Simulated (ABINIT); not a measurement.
Computed results, one entry a study.

## CdTe (F-43m): G0W0 with ABINIT, start to end

It takes space group F-43m (No. 216, cubic). Conventional cell: a = 6.480 Å, b = 6.480 Å, c = 6.480 Å, α = 90.00°, β = 90.00°, γ = 90.00°. Nearest to Cd lie 4 Te at 2.81 Å. Nearest to Te lie 4 Cd at 2.81 Å. Farther neighbours, and contacts between anions beyond the nearest, are not listed.

```yaml
method: RPA screening on PBE with spin-orbit coupling, plane waves, norm-conserving pseudopotentials (and 2 further levels or steps)
program: ABINIT 10.8.3
settings: cutoff 47 Ha, PseudoDojo fully relativistic 0.4 stringent, norm-conserving, ngkpt (4, 4, 4), nband 306, ecuteps 5.5 Ha, shiftk (0, 0, 0), symchi 1, awtr 1, frequency ppm, 4×4×4 k-mesh
cost: 5 runs, 44 min in all on 8 MPI ranks of Arm Neoverse N1, shared host
notes: The program’s warnings: Neglecting <n,k|[Vnl,iqr]|m,k>. The cell and positions come from the Crystallography Open Database and are kept as given unless a step says otherwise. Limits: mesh may overstate the screening; screening head approximate. The 4×4×4 mesh is coarse for this cell, which bears on the long-range parts of exchange and screening. The RPA ε∞ on this mesh reaches over 25; with a narrow direct gap a coarse mesh can overstate it, and the correction is then too small.
pbe_gap: 0.49 eV, direct
g0w0_gap_on_the_mesh: 1.23 eV
gw_settings: 4×4×4 mesh, 306 bands, screening to 149.7 eV, Godby-Needs plasmon pole
known_limits: short of the basis limit; mesh may overstate the screening; screening head approximate; coarse k mesh
```

G0W0 moves the gap on the mesh from 0.49 eV to 1.23 eV (+0.73 eV), with Z of 0.80 and 0.81 at the edges. Local fields lower the RPA ε∞ on this mesh from 56.68 to 54.86.

[Long decimals in the printed logs are rounded to 6 places.]

[Logs are printed without paths, hosts, clocks, repeated set-up lines and the standing remarks that a program may print on its own settings, such as how far it seeks lower states.]

[Paths, hosts, dates, memory and timing lines, banners, echoed tables and standing remarks are left out of the program output; an Ansatz launch command may be rebuilt from the run's recorded settings. Measured values are a selection of at most five: reports struck by readers or far from the other reports are left out. None is set beside runs whose start may be inverted or whose files or cutoffs have a known fault.]

[Runs of the session that timed out or met a known fault of the program may be left out.]

[Hosts, paths, dates, database ids (printed as entryN), source tags and the programs' standing remarks are cut or masked in the printed files.]

[G0W0 gaps are taken among the corrected bands and points alone; a level outside them can change the order at an edge.]

[Where Ansatz stands beside ABINIT at settings called matched, ABINIT's density can come from a denser mesh and the files from another edition; pairs whose starting gaps differed by over 0.03 eV were left out, so agreement reads better than it is.]
